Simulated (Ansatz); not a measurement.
# ZnFe2As2, from a guessed structure to a relaxed one

This structure for ZnFe2As2 is made up. Its elements were placed in a known structure type with a cell scaled to their sizes. What cell does the guess relax to, and how far off was it?

Method: DFT, PBEsol, plane-wave PAW, files of the set soft_1, scalar-relativistic, ferromagnetic start, cell and ions relaxed at zero pressure; PAW set soft_1, in the first sound run; inputs show where later runs differ, in Ansatz 0.2.0.

## (1) The starting structure

Symmetry: Fmmm, No. 69, orthorhombic system. The conventional cell has a = 4.823 Å, b = 4.939 Å, c = 10.816 Å, α = 90.00°, β = 90.00°, γ = 90.00°. Nearest to As lie 4 Fe at 2.14 Å and 4 Zn at 2.81 to 2.86 Å and 1 As at 2.89 Å. Nearest to Zn lie 8 As at 2.81 to 2.86 Å. Nearest to Fe lie 4 As at 2.14 Å. Farther neighbours are not listed.

## (2) Relaxing cell and atoms

The guessed cell has no reason to be at equilibrium. It is relaxed with the atoms, within the space group of the guess.

Contents of input.yaml:

```yaml
crystal:
  lattice:
    - [0.0, 2.4695, 5.408]
    - [2.4115, 0.0, 5.408]
    - [2.4115, 2.4695, 0.0]
  atoms:
    - { symbol: As, position: [0.6334, 0.6334, 0.3666] }
    - { symbol: As, position: [0.3666, 0.3666, 0.6334] }
    - { symbol: Zn, position: [0.0, 0.0, 0.0] }
    - { symbol: Fe, position: [0.25, 0.25, 0.25], spin: 3.0 }
    - { symbol: Fe, position: [0.75, 0.75, 0.75], spin: 3.0 }
magnetization:
  spin_polarized: true
kpoints:
  mp_grid: { grid: [8, 8, 8] }
scf:
  occupations: { method: fermi_dirac, width: 0.05 }
hamiltonian:
  xc: pbesol
  pseudopotentials: { kind: paw, azcp: { folder: soft_1 }, xc_functional: pbe }
relax:
  f_tol: 0.015
  max_steps: 70
  cell: {}
output:
  forces: true
  stress: true
```

The run is started by

```
$ ansatz run input.yaml --threads 4 --pin off --max-ram 8192MiB --backend cpu --events-out ev --progress --plain --runs-dir out
```

Numbers of over 12 decimals in the logs are rounded to 6 here.

Log:

```text
Engine: ansatz 0.2.0, aarch64-unknown-linux-gnu
Pseudopotentials: kind: paw
Pseudopotential: As, paw, valence charge 15, recommended cutoff 420 eV (normal), soft_1/As.paw.azcp
Pseudopotential: Zn, paw, valence charge 12, recommended cutoff 420 eV (normal), soft_1/Zn.paw.azcp
Pseudopotential: Fe, paw, valence charge 16, recommended cutoff 420 eV (normal), soft_1/Fe.paw.azcp
Functional definition: PBEsol
  exchange = pbesol_x
  correlation = pbesol_c
Crystal: 5 atoms, lattice volume = 64.411 Å³
Basis set: ecut = 420 eV, 1247 PW (Γ), exchange–correlation on 80×80×48 points (8 copies of the dense FFT grid, shifted against one another)
Bands: 48, of which v1, the nominal top of the filled ones, is band 37 counted from 1 (36 counted from 0)
Symmetry: 8 space group operations
Space group: Fmmm (ITA 69), of the structure as read, at distance tolerance 4.0e-5 Å
Magnetic group: BNS 69.521 (UNI 619), of the structure as read, at distance tolerance 4.0e-5 Å
k-points: 95 of 512
Non-local potential: As, projectors of the file, l = 0: 2, l = 1: 2, l = 2: 3, l = 3: 1
Non-local potential: Zn, projectors of the file, l = 0: 2, l = 1: 2, l = 2: 3, l = 3: 1
Non-local potential: Fe, projectors of the file, l = 0: 3, l = 1: 2, l = 2: 3, l = 3: 1
PAW form: soft (Blöchl's): semilocal exchange-correlation on the pseudo side does not see the compensation charge
PAW frozen core: As, regenerated for the run's functional, and the local potential with it (the file was generated under x = pbe(κ = 0.804, μ = 0.219515), c = pbe(β = 0.066725))
PAW frozen core: Zn, regenerated for the run's functional, and the local potential with it (the file was generated under x = pbe(κ = 0.804, μ = 0.219515), c = pbe(β = 0.066725))
PAW frozen core: Fe, regenerated for the run's functional, and the local potential with it (the file was generated under x = pbe(κ = 0.804, μ = 0.219515), c = pbe(β = 0.066725))
PAW one-centre angular grid: As, 590 points (default); XC on 64 Gauss nodes
PAW one-centre angular grid: Zn, 590 points (default); XC on 64 Gauss nodes
PAW one-centre angular grid: Fe, 590 points (default); XC on 64 Gauss nodes
Initial density: superposition of atomic densities (chi_scale 0.1, normalization cell)
Starting moments: Σ|m| = 6 μB on 2 of 5 sites
Initial wavefunctions: pseudopotential atomic-orbital guess
Functional: x = pbesol(κ = 0.804, μ = 0.123457), c = pbesol(β = 0.046)
SCF iter   1: F=—  HF=-21797.071533 eV  |F-HF|=—  |Δ(HF+E_count)|=         —  Δρ=5.48e-2 (↑5.48e-2 ↓4.13e-2)  dr2=6.24e0  dr2_m=5.63e-1  M=4.587 μB ∫|m|=4.855 μB  β_m=0.30  ethr=3.10e-3  ⟨swp⟩=6.3  Hψ=35703  notcnv=0  defer=20
Mixer restart at iter 1: flushing history
preconditioner: auto → Kerker (q_TF=auto, 2.792 Å⁻¹)  [metal: Δε(μ)=0.002 eV  Ē_g=10.119 eV  σ=0.050 eV  W_gap=0.01  n_scr=24 (ndim 8)  ℏωp=28.5 eV  f_vac=0.000  D(μ)=3.56/eV (n_scr^D=32)]
spin=Collinear: Kerker preconditioning applied to the charge; magnetization (m = ρ↑ − ρ↓) channel mixes plain (no charge-response kernel on spin).
SCF iter   2: F=—  HF=-21797.403434 eV  |F-HF|=—  |Δ(HF+E_count)|=   3.32e-1  Δρ=4.63e-2 (↑2.97e-2 ↓4.63e-2)  dr2=6.07e0  dr2_m=5.57e-1  M=4.231 μB ∫|m|=4.538 μB  β_m=0.56  ethr=3.10e-3  ⟨swp⟩=2.0  Hψ=11946  notcnv=0  defer=637
SCF iter   3: F=—  HF=-21800.060734 eV  |F-HF|=—  |Δ(HF+E_count)|=    2.66e0  Δρ=5.73e-2 (↑2.46e-2 ↓5.73e-2)  dr2=6.18e0  dr2_m=8.01e-1  M=3.547 μB ∫|m|=3.954 μB  β_m=0.26  ethr=3.10e-3  ⟨swp⟩=2.7  Hψ=11204  notcnv=0  defer=645
SCF iter   4: F=—  HF=-21801.193404 eV  |F-HF|=—  |Δ(HF+E_count)|=    1.13e0  Δρ=4.13e-2 (↑3.12e-2 ↓4.13e-2)  dr2=3.28e0  dr2_m=6.49e-1  M=3.071 μB ∫|m|=3.469 μB  β_m=0.22  ethr=3.10e-3  ⟨swp⟩=2.4  Hψ=12013  notcnv=0  defer=636
SCF iter   5: F=—  HF=-21801.908377 eV  |F-HF|=—  |Δ(HF+E_count)|=   7.15e-1  Δρ=3.85e-2 (↑3.85e-2 ↓1.77e-2)  dr2=1.24e0  dr2_m=3.04e-1  M=2.493 μB ∫|m|=2.801 μB  β_m=0.89  ethr=3.10e-3  ⟨swp⟩=2.4  Hψ=11254  notcnv=0  defer=642
SCF iter   6: F=—  HF=-21802.434544 eV  |F-HF|=—  |Δ(HF+E_count)|=   5.26e-1  Δρ=2.00e-2 (↑2.00e-2 ↓1.79e-2)  dr2=5.14e-1  dr2_m=4.18e-2  M=0.766 μB ∫|m|=0.879 μB  β_m=0.74  ethr=1.67e-3  ⟨swp⟩=3.3  Hψ=16399  notcnv=0  defer=614
SCF iter   7: F=—  HF=-21802.292031 eV  |F-HF|=—  |Δ(HF+E_count)|=         —  Δρ=1.29e-2 (↑1.29e-2 ↓7.70e-3)  dr2=2.22e-1  dr2_m=2.39e-2  M=0.703 μB ∫|m|=0.805 μB  β_m=0.74  ethr=6.95e-4  ⟨swp⟩=2.3  Hψ=15510  notcnv=0  defer=599
Mixer restart at iter 7: flushing history
SCF iter   8: F=—  HF=-21802.343201 eV  |F-HF|=—  |Δ(HF+E_count)|=   5.12e-2  Δρ=1.43e-2 (↑4.62e-3 ↓1.43e-2)  dr2=8.78e-2  dr2_m=2.81e-2  M=0.551 μB ∫|m|=0.626 μB  β_m=0.65  ethr=3.00e-4  ⟨swp⟩=3.1  Hψ=20359  notcnv=0  defer=591
SCF iter   9: F=—  HF=-21802.311094 eV  |F-HF|=—  |Δ(HF+E_count)|=   3.21e-2  Δρ=9.51e-3 (↑9.51e-3 ↓3.95e-3)  dr2=4.37e-2  dr2_m=2.44e-2  M=0.488 μB ∫|m|=0.553 μB  β_m=0.37  ethr=1.19e-4  ⟨swp⟩=3.0  Hψ=18751  notcnv=0  defer=591
SCF iter  10: F=—  HF=-21802.308991 eV  |F-HF|=—  |Δ(HF+E_count)|=   2.10e-3  Δρ=7.01e-3 (↑5.18e-3 ↓7.01e-3)  dr2=2.94e-3  dr2_m=2.11e-2  M=0.370 μB ∫|m|=0.421 μB  β_m=0.91  ethr=5.91e-5  ⟨swp⟩=2.0  Hψ=12981  notcnv=0  defer=592
SCF iter  11: F=—  HF=-21802.317120 eV  |F-HF|=—  |Δ(HF+E_count)|=   8.13e-3  Δρ=5.19e-3 (↑4.88e-3 ↓5.19e-3)  dr2=1.18e-2  dr2_m=9.04e-3  M=0.207 μB ∫|m|=0.236 μB  β_m=0.64  ethr=3.97e-6  ⟨swp⟩=3.0  Hψ=16346  notcnv=0  defer=592
SCF iter  12: F=—  HF=-21802.310106 eV  |F-HF|=—  |Δ(HF+E_count)|=   7.01e-3  Δρ=2.01e-3 (↑1.43e-3 ↓2.01e-3)  dr2=9.01e-4  dr2_m=1.30e-3  M=0.090 μB ∫|m|=0.103 μB  β_m=0.81  ethr=3.97e-6  ⟨swp⟩=2.0  Hψ=17004  notcnv=0  defer=592
SCF iter  13: F=—  HF=-21802.309228 eV  |F-HF|=—  |Δ(HF+E_count)|=   8.79e-4  Δρ=1.01e-3 (↑7.11e-4 ↓1.01e-3)  dr2=1.77e-3  dr2_m=1.15e-4  M=0.005 μB ∫|m|=0.007 μB  β_m=0.91  ethr=1.22e-6  ⟨swp⟩=2.0  Hψ=16988  notcnv=0  defer=595
SCF iter  14: F=—  HF=-21802.309303 eV  |F-HF|=—  |Δ(HF+E_count)|=   7.50e-5  Δρ=4.48e-4 (↑1.87e-4 ↓4.48e-4)  dr2=1.62e-4  dr2_m=3.85e-5  M=-0.005 μB ∫|m|=0.006 μB  β_m=0.82  ethr=1.22e-6  ⟨swp⟩=2.0  Hψ=14634  notcnv=0  defer=595
SCF iter  15: F=—  HF=-21802.309263 eV  |F-HF|=—  |Δ(HF+E_count)|=   3.98e-5  Δρ=1.73e-4 (↑1.73e-4 ↓7.07e-5)  dr2=1.61e-5  dr2_m=5.82e-6  M=-0.002 μB ∫|m|=0.003 μB  β_m=0.91  ethr=2.19e-7  ⟨swp⟩=2.0  Hψ=14659  notcnv=0  defer=594
SCF iter  16: F=—  HF=-21802.309264 eV  |F-HF|=—  |Δ(HF+E_count)|=   1.53e-6  Δρ=3.02e-5 (↑1.73e-5 ↓3.02e-5)  dr2=3.31e-7  dr2_m=2.41e-7  M=0.002 μB ∫|m|=0.002 μB  β_m=0.90  ethr=2.17e-8  ⟨swp⟩=1.6  Hψ=10203  notcnv=0  defer=594
[...]
relax step  10: F+E_penalty+E_count = -21804.50470365 eV  Δ(F+E_penalty+E_count) = -6.785e-2 eV  max|allowed force component| = 2.641e-3 eV/Å  Δτ_max = 0.0000 Å  P = +1.657 GPa  Ω = 71.435 Å³  stress off target by 2.74e0 GPa  SCF on the basis re-selected at this cell (its energy is not comparable with the rows above)  (14 SCF iters)
relax step  11: F+E_penalty+E_count = -21804.51366861 eV  Δ(F+E_penalty+E_count) = -8.965e-3 eV  max|allowed force component| = 1.317e-2 eV/Å  Δτ_max = 0.0070 Å  P = +0.309 GPa  Ω = 72.086 Å³  energy of the carried Pulay correction = -4.956e-4 eV  (10 SCF iters, dr2 threshold 5.00e-7 eV, accepted)
relax step  12: F+E_penalty+E_count = -21804.51401716 eV  Δ(F+E_penalty+E_count) = -3.485e-4 eV  max|allowed force component| = 3.851e-5 eV/Å  Δτ_max = 0.0026 Å  P = +0.009 GPa  Ω = 72.244 Å³  energy of the carried Pulay correction = -6.227e-4 eV  (8 SCF iters, dr2 threshold 5.00e-7 eV, accepted)
Basis set: ecut = 420 eV, 1387 PW (Γ), exchange–correlation on 72×72×54 points (8 copies of the dense FFT grid, shifted against one another)
iter 1 solved again at ethr=3.99e-7 eV; its pass at ethr=3.10e-3 eV (dr2=2.95e-4 eV) is discarded
SCF iter   1: F=—  HF=-21804.514574 eV  |F-HF|=—  |Δ(HF+E_count)|=         —  Δρ=9.31e-5 (↑9.31e-5 ↓9.31e-5)  dr2=1.11e-6  dr2_m=1.33e-11  M=-0.000 μB ∫|m|=0.000 μB  β_m=0.65  ethr=3.99e-7  ⟨swp⟩=3.0  Hψ=58455  notcnv=0
preconditioner: auto → Kerker (q_TF=auto, 2.275 Å⁻¹)  [metal: Δε(μ)=0.043 eV  Ē_g=9.439 eV  σ=0.050 eV  W_gap=0.21  n_scr=14 (ndim 8)  ℏωp=26.9 eV  f_vac=0.000  D(μ)=2.88/eV (n_scr^D=30)]
spin=Collinear: Kerker preconditioning applied to the charge; magnetization (m = ρ↑ − ρ↓) channel mixes plain (no charge-response kernel on spin).
SCF iter   2: F=—  HF=-21804.514586 eV  |F-HF|=—  |Δ(HF+E_count)|=   1.17e-5  Δρ=3.67e-5 (↑3.67e-5 ↓3.67e-5)  dr2=4.35e-7  dr2_m=4.02e-12  M=-0.000 μB ∫|m|=0.000 μB  β_m=0.60  ethr=1.50e-9  ⟨swp⟩=2.0  Hψ=15963  notcnv=0
SCF iter   3: F=—  HF=-21804.514587 eV  |F-HF|=—  |Δ(HF+E_count)|=   1.53e-6  Δρ=1.31e-5 (↑1.31e-5 ↓1.30e-5)  dr2=2.96e-8  dr2_m=1.23e-12  M=-0.000 μB ∫|m|=0.000 μB  β_m=0.61  ethr=5.88e-10  ⟨swp⟩=2.0  Hψ=12366  notcnv=0
SCF iter   4: F=—  HF=-21804.514588 eV  |F-HF|=—  |Δ(HF+E_count)|=   2.50e-7  Δρ=2.09e-6 (↑2.04e-6 ↓2.09e-6)  dr2=1.08e-8  dr2_m=5.31e-13  M=-0.000 μB ∫|m|=0.000 μB  β_m=0.80  ethr=4.01e-11  ⟨swp⟩=2.0  Hψ=12438  notcnv=0
SCF iter   5: F=—  HF=-21804.514588 eV  |F-HF|=—  |Δ(HF+E_count)|=   2.41e-8  Δρ=1.06e-6 (↑1.04e-6 ↓1.06e-6)  dr2=5.11e-9  dr2_m=1.40e-13  M=-0.000 μB ∫|m|=0.000 μB  β_m=0.90  ethr=1.46e-11  ⟨swp⟩=2.0  Hψ=15306  notcnv=0
SCF iter   6: F=—  HF=-21804.514588 eV  |F-HF|=—  |Δ(HF+E_count)|=   6.16e-9  Δρ=1.13e-6 (↑1.12e-6 ↓1.13e-6)  dr2=4.86e-9  dr2_m=2.99e-14  M=-0.000 μB ∫|m|=0.000 μB  β_m=0.88  ethr=6.91e-12  ⟨swp⟩=2.0  Hψ=14640  notcnv=0
SCF iter   7: F=—  HF=-21804.514588 eV  |F-HF|=—  |Δ(HF+E_count)|=   2.21e-8  Δρ=7.23e-7 (↑7.23e-7 ↓7.22e-7)  dr2=8.94e-10  dr2_m=9.20e-16  M=-0.000 μB ∫|m|=0.000 μB  β_m=0.78  ethr=6.56e-12  ⟨swp⟩=2.0  Hψ=16218  notcnv=0
SCF iter   8: F=—  HF=-21804.514588 eV  |F-HF|=—  |Δ(HF+E_count)|=  2.84e-10  Δρ=1.93e-7 (↑1.91e-7 ↓1.93e-7)  dr2=1.41e-10  dr2_m=1.07e-15  M=-0.000 μB ∫|m|=0.000 μB  β_m=0.74  ethr=1.21e-12  ⟨swp⟩=2.0  Hψ=15802  notcnv=0
SCF iter   9: F=—  HF=-21804.514588 eV  |F-HF|=—  |Δ(HF+E_count)|=  2.18e-11  Δρ=5.41e-8 (↑5.41e-8 ↓5.40e-8)  dr2=4.83e-12  dr2_m=1.97e-16  M=-0.000 μB ∫|m|=0.000 μB  β_m=0.87  ethr=1.00e-12  ⟨swp⟩=2.0  Hψ=9645  notcnv=0
SCF iter  10: F=-21804.514588 eV  HF=-21804.514588 eV  |F-HF|=3.64e-11  |Δ(HF+E_count)|=  1.09e-11  Δρ=1.14e-7 (↑1.14e-7 ↓1.13e-7)  dr2=4.15e-11  dr2_m=3.92e-17  M=-0.000 μB ∫|m|=0.000 μB  ethr=1.00e-12  ⟨swp⟩=2.3  Hψ=26612  notcnv=0
the starting moments were not kept: the SCF closed with an absolute magnetisation of 1.6e-8 μB, where they sum to 6 μB in size (2 sites). That is at most 0.1 of that sum. Measured as dr2_m measures the in/out step, that magnetisation stands 1.7e-16 eV from none, at or under the dr2_threshold of 5.0e-11 eV: it is no larger than a step whose dr2_m would equal this threshold.
SCF 13 converged in 10 iterations: F = -21804.514588 eV  dr2 = 4.15e-11
relax step  13: F+E_penalty+E_count = -21804.51458775 eV  Δ(F+E_penalty+E_count) = -5.706e-4 eV  max|allowed force component| = 5.884e-5 eV/Å  Δτ_max = 0.0000 Å  P = -0.000 GPa  Ω = 72.244 Å³  stress off target by 1.89e-2 GPa  SCF on the basis re-selected at this cell (its energy is not comparable with the rows above)  (10 SCF iters)
basis re-selected at this cell: Δ(F+E_penalty+E_count) = -5.706e-4 eV, ΔP = -0.009 GPa vs the last step (what re-selecting the basis moved, of the pressure what is left beyond the Pulay correction that the steps carried, after the strain that the cell walked since its last selection, with what the two solves' SCF thresholds leave and, on support functions, any second-order correction that the steps lacked; it is no measure of the basis error at this ecutwfc). The dense FFT grid was sized anew with the basis: this SCF ran on 36×36×27 points, the steps before it on 40×40×27, so part of this shift can come from that change (see relax.cell in the input reference). [rest of the remark cut]
SCF converged after 10 iterations
Magnetization: -0.0000 μB (37.0000 up, 37.0000 down)
Absolute magnetization: 0.0000 μB (∫|ρ↑−ρ↓|, with the PAW one-centre terms)
Spin contamination: 0.0000 ħ² per cell (⟨S²⟩ above its minimum at these occupations)
Per-site moments (μB) at R_I (Å): [(4.6293446615417463e-10, 0.935322), (4.6293429919573534e-10, 0.935322), (2.518032200942961e-10, 1.251809), (-6.923911116093831e-9, 0.935322), (-6.9239113841735694e-9, 0.935322)]
Free energy (F): -21804.514588 eV
Harris-Foulkes:  -21804.514588 eV  (|F-HF|=3.64e-11)
Internal energy: -21804.490237 eV  (E = F + TS)
E sigma→0 (E₀):  -21804.502412 eV
Entropy (-TS):   -0.024351 eV (-4.870 meV/atom)
Fermi energy:    14.328836 eV
--- Per-component energies (eV) ---
  E_band       = -821.081685
  E_kinetic    = 1017.524843
  E_local      = -10482.951058  (includes V_loc(G=0)·N_el)
  E_nonlocal   = 626.029362
  E_hartree    = 4904.744928
  E_xc         = -440.951074
  E_vxc        = -486.972410  (∫ρ·V_xc dr)
  E_paw        = -8508.921953  (= ΣΔE_a)
  E_vpaw       = -1304.199682  (= ΣTr[D̂ρ^β])
  E_aug_tail   = -0.002108  (compensation charges beyond the density's cutoff)
  E_ewald      = -8923.051799
  E_core_change = 3.088620  (= ΣΔE_core)
  E_smearing   = -0.024351  (= −TS)
  E_closure    = -0.000000  (closes the sum)
  Σ components = -21804.514588   (vs F -21804.514588, Δ=0.00e0)
--- Forces (eV/Å), atoms counted from 1 ---
  atom   1  As    -0.00000000     0.00000000    -0.00005884
  atom   2  As     0.00000000     0.00000000     0.00005884
  atom   3  Zn    -0.00000000     0.00000000     0.00000000
  atom   4  Fe    -0.00000000     0.00000000    -0.00000000
  atom   5  Fe     0.00000000     0.00000000     0.00000000
  max |Σ_I F_I| component: 5.21e-29 eV/Å
--- Stress (GPa, compression-positive) ---
        0.018907      -0.000000      -0.000000
       -0.000000      -0.011022      -0.000000
       -0.000000      -0.000000      -0.007887
  P = ⅓ Tr σ = -0.0000 GPa (-0.000 kbar)
--- Relaxed structure (11 steps of the walk, 10 accepted, 2 SCFs on fresh bases) ---
  F+E_penalty+E_count = -21804.51458775 eV   max|allowed force component| = 5.884e-5 eV/Å   (the final SCF, on the basis selected at the relaxed cell)
  cell:  # Å, volume = 72.2444 Å³
    - [0.0, 2.804068, 4.595156]
    - [2.803402, 0.0, 4.595156]
    - [2.803402, 2.804068, 0.0]
  atoms:
    - { symbol: As, position: [0.630267, 0.630267, 0.369733] }
    - { symbol: As, position: [0.369733, 0.369733, 0.630267] }
    - { symbol: Zn, position: [0, 0, 0] }
    - { symbol: Fe, position: [0.25, 0.25, 0.250000] }
    - { symbol: Fe, position: [0.750000, 0.750000, 0.750000] }
```

Elapsed: 2.7 min, on 4 threads of Arm Neoverse V2, shared host; peak memory 0.83 GiB; 10 min of CPU time.

Relaxation path:

```csv
step,energy less that of the first step (eV),largest force component (eV/Å),pressure (GPa),volume (Å³)
1,0.0000,4.0343,37.18,64.41
2,-1.2564,1.5885,11.19,71.18
3,-1.6204,0.0531,1.59,72.56
4,-1.8631,1.0088,-2.13,72.63
5,-2.0920,0.7139,-3.19,72.70
6,-2.0805,1.0410,-0.02,72.20
7,-2.1240,0.1738,-0.82,71.78
8,-2.1275,0.0062,-0.11,71.50
9,-2.1276,0.0003,0.00,71.43
10*,-2.1954,0.0026,1.66,71.43
11,-2.2044,0.0132,0.31,72.09
12,-2.2048,0.0000,0.01,72.24
13*,-2.2053,0.0001,0.00,72.24
```

Relaxation steps marked * repeat the geometry before them on a plane-wave basis chosen anew for their cell, so energy and pressure can jump there. Relaxation step 6 was tried and not accepted.

The run keeps the 8 symmetry operations that it works with, so distortions that break them were not tested.

```csv
cell as run,before,after,change
a (Å),5.945,5.383,-9.5 %
b (Å),5.921,5.383,-9.1 %
c (Å),3.452,3.965,+14.9 %
α (°),73.47,68.39,-6.9 %
β (°),72.71,68.38,-6.0 %
γ (°),33.82,43.22,+27.8 %
volume (Å³/atom),12.88,14.45,+12.2 %
```

The atoms that moved most (Å, as changes of fractional coordinates times the final cell):

```csv
atom,dx,dy,dz,length
As1,0.000,0.000,-0.029,0.029
As2,0.000,0.000,0.029,0.029
```

The relaxed structure:

```cif
data_structure
_symmetry_space_group_name_H-M 'P 1'
_symmetry_Int_Tables_number 1
_cell_length_a 5.3831
_cell_length_b 5.3828
_cell_length_c 3.9651
_cell_angle_alpha 68.394
_cell_angle_beta 68.385
_cell_angle_gamma 43.221
_cell_volume 72.24
loop_
_atom_site_label
_atom_site_type_symbol
_atom_site_fract_x
_atom_site_fract_y
_atom_site_fract_z
_atom_site_occupancy
As1 As 0.63027 0.63027 0.36973 1
As2 As 0.36973 0.36973 0.63027 1
Zn3 Zn 0.00000 0.00000 0.00000 1
Fe4 Fe 0.25000 0.25000 0.25000 1
Fe5 Fe 0.75000 0.75000 0.75000 1
```

Numbers from this step:

* free energy: -21804.5146 eV
* energy at zero smearing: -21804.5024 eV
* smearing term TS: 0.02435 eV
* Fermi energy: 14.33 eV
* electrons: 74
* symmetry operations: 8
* pressure: -8.18e-7 GPa

Shortest distances by pair of elements, guess and relaxed (not always the same contact):

```csv
pair,guess (Å),relaxed (Å)
As–Fe,2.138,2.267
As–As,2.886,2.394
Fe–Fe,2.412,2.803
Fe–Zn,3.208,3.035
As–Zn,2.810,3.048
```

The relaxation ends with a largest force component of 5.9e-5 eV/Å and a pressure of 0.00 GPa. The starting moments have collapsed: the run ends non-magnetic.

(Part 1 of 2 ends here.)

[Logs are printed without paths, hosts, clocks, repeated set-up lines and the standing remarks that a program may print on its own settings, such as how far it seeks lower states.]

[Hosts, paths, dates, database ids (printed as entryN), source tags and the programs' standing remarks are cut or masked in the printed files.]
